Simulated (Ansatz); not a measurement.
# What NaGeCl3 (model cell, started as cubic perovskite with Ge in the octahedra) distorts into, part 3 of 3

Aim: this structure of NaGeCl3 (model cell, started as cubic perovskite with Ge in the octahedra) is to be tested for unstable modes, and one is followed downhill.

Ansatz 0.2.0; DFT PBEsol, scalar-relativistic, plane waves, PAW; PAW set soft_1.

So far. Step 5 (Energy along the mode, all amplitudes (two of the runs …): The lowest of the steps tried is the last one, at 0.6 Å, 22.6 meV/atom below the parent; the bottom of the well need not coincide with a step. Step 7 (The new phase in its own primitive cell): The largest force component left is 0.85 meV/Å and the pressure is 0.001 GPa, within the tolerances set. The cell now holds 30.18 Å³/atom. The relaxed cell has a, b, c = 5.152, 6.795, 8.622 Å (conventional setting).

The structure was built from a prototype and need not be the compound's stable phase.

## (8) Modes of the new phase, k-mesh 8×8×8

A relaxed structure may still be a saddle point, so its zone-centre modes are computed. The response to a homogeneous field gives the Born charges and the dielectric tensor.

File input.yaml:

```yaml
crystal:
  lattice:
    - [5.1516924335, 0.0, 0.0]
    - [0.0, 3.3976008629, 4.3111189193]
    - [0.0, -3.3976008629, 4.3111189193]
  atoms:
    - { symbol: Na, position: [0.0, 0.8335455851, 0.8335455851] }
    - { symbol: Ge, position: [0.5, 0.4957706383, 0.4957706383] }
    - { symbol: Cl, position: [0.5, 0.569130437, 0.0547416565] }
    - { symbol: Cl, position: [0.5, 0.0547416565, 0.569130437] }
    - { symbol: Cl, position: [0.0, 0.5167499289, 0.5167499289] }
kpoints:
  mp_grid: { grid: [8, 8, 8] }
hamiltonian:
  xc: pbesol
  pseudopotentials: { kind: paw, azcp: { folder: soft_1 }, xc_functional: pbe }
scf:
  occupations: { method: fixed }
output:
  eigenvalues: true
phonons:
  method: dfpt
  dielectric: true
  rigid_motions: translations
```

Command:

```console
> ansatz run input.yaml --threads 8 --pin off --max-ram 16384MiB --backend cpu --events-out ev --progress --plain --runs-dir out
```

Numbers of over 12 decimals in the logs are rounded to 6 here.

Log:

```text
[...]
Crystal: 5 atoms, lattice volume = 150.918 Å³
Basis set: ecut = 420 eV, 2977 PW (Γ), exchange–correlation on 72×80×80 points (8 copies of the dense FFT grid, shifted against one another)
Bands: 27, of which v1, the nominal top of the filled ones, is band 22 counted from 1 (21 counted from 0)
Symmetry: 4 space group operations
k-points: 260 of 512 (irreducible under 1 space group operation, time reversal used)
[...]
SCF iter   1: F=—  HF=-8919.148616 eV  |F-HF|=—  |Δ(HF+E_count)|=         —  Δρ=5.04e-2  dr2=3.74e0  ethr=3.10e-3  ⟨swp⟩=5.0  Hψ=28552  notcnv=0  defer=693
[...]
SCF iter  13: F=-8917.452365 eV  HF=-8917.452365 eV  |F-HF|=2.73e-11  |Δ(HF+E_count)|=   1.09e-9  Δρ=1.10e-7  dr2=2.61e-11  ethr=1.00e-12  ⟨swp⟩=16.9  Hψ=52294  notcnv=0
SCF 1 converged in 13 iterations: F = -8917.452365 eV  dr2 = 2.61e-11
[...]
NSCF: frozen V_eff on 2 k-points
DFPT response loops at Γ: preconditioner auto → none (the input reference at scf.mixing.eps_inf says where Resta's filter doesn't serve); β = 0.50; Broyden in place of MSR1
── the response to a field inside a basis, on 12×12×12 k-points: an SCF that follows is theirs, and a resumed run solves both again ──
Bands: 23, of which v1, the nominal top of the filled ones, is band 22 counted from 1 (21 counted from 0)
k-points: 252 of 1728 (time reversal used)
[...]
Eigensolver: Dense (252 Hₖ)
SCF iter   1: F=—  HF=-8917.439468 eV  |F-HF|=—  |Δ(HF+E_count)|=         —  Δρ=1.25e-4  dr2=5.31e-6  ethr=1.00e-1
[...]
SCF iter   4: F=-8917.439474 eV  HF=-8917.439474 eV  |F-HF|=4.33e-9  |Δ(HF+E_count)|=   2.49e-8  Δρ=1.97e-6  dr2=6.54e-9  ethr=2.17e-10
SCF 1 converged in 4 iterations: F = -8917.439474 eV  dr2 = 6.54e-9
[...]
WARN: field response: inside a basis, on 12×12×12 points, no mesh in reach settles it: take ε∞, Z* and everything formed from them with what they may err, as stated (eps_inf_uncertainty, zstar_uncertainty_e), and compare with field_mesh: kpoints on a denser kpoints.mp_grid
WARN: field response: ε∞ stands inside a basis, on 12×12×12 points; the force constants stand on the 8×8×8 k-mesh, whose period is 10.49 times the interband length at k = (-0.5000, -0.5000, -0.5000), direct gap 1.390 eV, under 14: take them and everything formed from them as unconverged, and compare with a denser kpoints.mp_grid
SCF converged after 13 iterations
Free energy (F): -8917.452365 eV
[...]
Internal energy: -8917.452365 eV  (E = F + TS)
E sigma→0 (E₀):  -8917.452365 eV
Fermi energy:    2.636648 eV
[...]
--- Band table (eV; the first three rows and the last of 260) ---
  k-point 0: bands = [... 18 lower, -0.5020, -0.3640, -0.3584, 0.2177, 5.1751, 6.8906, 7.6470, 7.6601, ... 1 higher]
  k-point 1: bands = [... 18 lower, -0.4617, -0.4145, -0.2700, 0.1328, 5.3028, 6.8828, 7.4581, 7.7079, ... 1 higher]
  k-point 2: bands = [... 18 lower, -0.4481, -0.4408, -0.1590, 0.0341, 5.6436, 6.4871, 7.2795, 7.8571, ... 1 higher]
  k-point 259: bands = [... 18 lower, -0.1050, 0.0959, 0.3525, 2.6366, 4.0271, 4.2131, 4.5423, 6.4800, ... 1 higher]
--- Phonons (Γ-DFPT): 12 representative perturbations + reference, on 260 of 512 k-points (Σ response iterations 39) ---
  k mesh reduced under 1 symmetry operation, with k and −k counted as one. Each operation leaves every solved perturbation unchanged. A smaller set is not considered because the run solves the response to a homogeneous field
  ASR residual: 6.609e-5 → 0.000e0 eV/Å²; symmetrization residual: 5.415e-6 eV/Å²
  ASR residual per site (eV/Å²): 4.43e-5 8.48e-6 6.61e-5 6.61e-5 4.83e-5
[...]
ε∞ (high-frequency dielectric tensor):
        5.446493     0.000000     0.000000
        0.000000     3.485007     0.000000
        0.000000     0.000000     3.610370
  softest optical mode at Γ: -46.15 cm⁻¹; the repairs (sum rule, projections) moved no ω² at Γ by more than (1.24 cm⁻¹)²
  Born effective charges Z* (e; rows j = field, columns β = displacement):
    site 0:
         1.32473    0.00000    0.00000
         0.00000    1.27301    0.00000
        -0.00000    0.00000    1.04731
    site 1:
         4.87844    0.00000    0.00000
         0.00000    2.76906    0.00000
        -0.00000    0.00000    2.57338
    site 2:
        -0.58754   -0.00000   -0.00000
         0.00000   -1.76457    1.27629
         0.00000    1.13432   -1.50980
    site 3:
        -0.58754    0.00000   -0.00000
         0.00000   -1.76457   -1.27629
         0.00000   -1.13432   -1.50980
    site 4:
        -5.02809    0.00000    0.00000
         0.00000   -0.51293    0.00000
        -0.00000    0.00000   -0.60109
  Z* charge neutrality: 1.410e-2 e pre-enforcement
  solved inside a basis spanned on kpoints, on 12×12×12 k-points, which do not settle them: ε∞ is read to err by 1.5e-1, Z* by 1.7e-1 e (field_mesh: kpoints solves on kpoints); Z* is corrected for what the basis lacks
  optical modes at Γ without the LO–TO term, one row a degenerate level:
      ω (cm⁻¹)  modes    IR ((D/Å)²/amu)
        -46.15      1            23.5621
        -38.94      1             1.3728
         37.06      1             1.0658
         56.70      1             0.5638
         75.73      1             0.0000
         79.11      1             0.5259
         83.98      1             0.2342
        115.86      1             2.0976
        136.50      1             0.0116
        163.09      1             1.6470
        216.67      1             7.4416
        260.08      1             6.1884
  optical modes at Γ + LO–TO along q̂ = [1.0000, 0.0000, 0.0000]:
      ω (cm⁻¹)  modes    IR ((D/Å)²/amu)
        -38.94      1             1.3728
         37.06      1             1.0658
         55.42      1             0.0052
         75.73      1             0.0000
         79.11      1             0.5259
         83.98      1             0.2342
        109.01      1             0.1469
        136.50      1             0.0116
        163.09      1             1.6470
        216.67      1             7.4416
[...]
optical modes at Γ + LO–TO along q̂ = [0.0000, 1.0000, 0.0000]:
      ω (cm⁻¹)  modes    IR ((D/Å)²/amu)
[...]
optical modes at Γ + LO–TO along q̂ = [0.0000, 0.0000, 1.0000]:
      ω (cm⁻¹)  modes    IR ((D/Å)²/amu)
        -46.15      1            23.5621
        -38.94      1             1.3728
         37.06      1             1.0658
         56.70      1             0.5638
         75.73      1             0.0000
         79.11      1             0.5259
         87.05      1             0.0762
        115.86      1             2.0976
        136.58      1             0.0023
        174.93      1             0.6049
        216.67      1             7.4416
        307.78      1             7.3977
```

Run time: 4.5 min. Hardware: 8 threads of Arm Neoverse V1, shared host; peak memory 4.5 GiB.

Numbers from this step:

```
sum-rule residual before enforcement                    : 6.61e-5 eV/Å²
miss of the charge sum rule                             : 0.01410 e
estimated error of the dielectric tensor                : 0.1477
estimated error of the Born charges                     : 0.1688 e
point group                                             : mm2
highest optical mode at the zone centre (no LO-TO term) : 260.1 cm⁻¹
lowest optical zone-centre mode                         : -46.15 cm⁻¹
mean high-frequency dielectric constant                 : 4.181
largest Born charge (third of the trace)                : 3.407 e
top of the zone-centre spectrum with the field          : 307.8 cm⁻¹
```

Without the LO-TO term. Patterns of degenerate modes are one choice out of their space. Modes at Γ, with each element's share of the kinetic energy (negative means imaginary):

```
mode  frequency (cm⁻¹)  symmetry  Na %  Ge %  Cl %
   1             -46.1        B1     1    19    80
   2             -38.9        B2    36     1    63
   3               0.0  acoustic    11    36    53
   4               0.0  acoustic    11    36    53
   5               0.0  acoustic    11    36    53
   6              37.1        B2    31     5    64
   7              56.7        B1    87    10     3
   8              75.7        A2     0     0   100
   9              79.1        B2    20    17    64
  10              84.0        A1    29     9    62
  11             115.9        B1     0    35    64
  12             136.5        A1     7    24    69
  13             163.1        A1    52     2    46
  14             216.7        B2     1    42    57
  15             260.1        A1     0    29    71
```

Displacements in mode 1 (-46.1 cm⁻¹), the largest set to 1:
```
Na1 -0.15  0.00  0.00
Ge2 -0.35  0.00  0.00
Cl3 -0.10  0.00  0.00
Cl4 -0.10  0.00  0.00
Cl5  1.00  0.00  0.00
```

Displacements in mode 2 (-38.9 cm⁻¹), the largest set to 1:
```
Na1  0.00  1.00  0.00
Ge2  0.00 -0.10  0.00
Cl3  0.00  0.18  0.46
Cl4  0.00  0.18 -0.46
Cl5  0.00 -0.80  0.00
```

High-frequency dielectric tensor, which the program warns is not settled by the k meshes in reach. Tensor:

```
       x      y     z
x  5.447      0     0
y      0  3.485     0
z      0      0  3.61
```

Optical modes at the zone centre, without and with the macroscopic field of the longitudinal modes; each column is sorted by frequency, so a row need not hold one and the same mode. Modes with and without the field, by row:

```csv
rank among optical modes,no field (cm⁻¹),"q along (1, 0, 0) (cm⁻¹)","q along (0, 1, 0) (cm⁻¹)","q along (0, 0, 1) (cm⁻¹)"
1,-46.1,-38.9,-46.1,-46.1
2,-38.9,37.1,-17.2,-38.9
3,37.1,55.4,56.7,37.1
4,56.7,75.7,63.3,56.7
5,75.7,79.1,75.7,75.7
6,79.1,84,84,79.1
7,84,109,95.9,87
8,115.9,136.5,115.9,115.9
9,136.5,163.1,136.5,136.6
10,163.1,216.7,163.1,174.9
11,216.7,260,260.1,216.7
12,260.1,260.1,287,307.8
```

Born charge (rows field, columns displacement) (e), principal values of the symmetric part by kind of site:

| atom | atoms with these values | low | middle | high | mean |
| --- | --- | --- | --- | --- | --- |
| Na1 | 1 | 1.05 | 1.27 | 1.32 | 1.21 |
| Ge2 | 1 | 2.57 | 2.77 | 4.88 | 3.41 |
| Cl3 | 2 | -2.85 | -0.59 | -0.43 | -1.29 |
| Cl5 | 1 | -5.03 | -0.60 | -0.51 | -2.05 |

In full for Cl3:

```
-0.59  0.00  0.00
 0.00 -1.76  1.28
 0.00  1.13 -1.51
```

Transverse modes; imaginary modes are left out. Infrared lines, with heights relative to the strongest:

| position (cm⁻¹) | label | relative intensity |
| --- | --- | --- |
| 37 | B2 | 14 |
| 57 | B1 | 7.6 |
| 76 | A2 | 0.0 |
| 79 | B2 | 7.1 |
| 84 | A1 | 3.1 |
| 116 | B1 | 28 |
| 136 | A1 | 0.2 |
| 163 | A1 | 22 |
| 217 | B2 | 100 |
| 260 | A1 | 83 |

Before it was imposed, the acoustic sum rule was missed by 6.6e-5 eV/Å² and the charge sum rule by 0.014 e. Small misses are needed for a sound result but don't prove that mesh and cutoff are converged. The lowest optical mode is imaginary, 46.1i cm⁻¹, so the energy falls along it.

The log warns of the k mesh: “the force constants stand on the 8×8×8 k-mesh, whose period is 10.49 times the interband length at k = (-0.5000, -0.5000, -0.5000), direct gap 1.390 eV, under 14: take them and everything formed from them as unconverged”.

## (9) What came out

| Item | Value |
| --- | --- |
| unstable mode of the parent | q = (0, 0, 0), 90i cm⁻¹ |
| depth at the lowest point sampled | 22.6 meV/atom |
| largest atomic shift at that point | 0.6 Å |
| space group reached (within 0.01 Å) | Amm2 |
| energy gained over the parent (first relaxation, on the mesh of the frozen mode) | 58.9 meV/atom |
| volume per atom, phase reached | 30.2 Å³ |
| gap on the k-mesh, phase reached | 1.39 eV |
| lowest optical zone-centre mode, phase reached | -46.1 cm⁻¹ |
| highest optical mode at the zone centre (no LO-TO term), phase reached | 260 cm⁻¹ |

What this shows: Along this mode the structure falls into Amm2, 58.9 meV/atom below the parent. At the parent's cell the well is 22.60 meV/atom deep on the steps tried, with its lowest point at a shift of 0.6 Å. That is the last step tried, so the steps alone don't bracket the bottom of the well. Relaxing atoms and cell changes the gain by +36.26 meV/atom against the lowest step (energies at zero smearing). Most of the total comes from this relaxation. The new phase still has an imaginary mode at the zone centre of its cell, so it is a saddle point on the way to a lower structure. Of the 6 patterns followed to their end from this parent, this one ends 29.3 meV/atom above the lowest, Imma. Each path keeps the symmetry of its pattern, so a lower phase may lie along a pattern not tried. With the field response the log warns that the k mesh is coarse for the force constants too, so the frequencies may not be converged. In at least one run the field response is not settled by the k meshes in reach, so its dielectric tensor, Born charges and longitudinal modes are rough. The PAW files were made for PBE and serve the other functionals too. The starting cell was built on a prototype and not taken from a measurement, so the phase need not exist.

[Logs are printed without paths, hosts, clocks, repeated set-up lines and the standing remarks that a program may print on its own settings, such as how far it seeks lower states.]

[Hosts, paths, dates, database ids (printed as entryN), source tags and the programs' standing remarks are cut or masked in the printed files.]
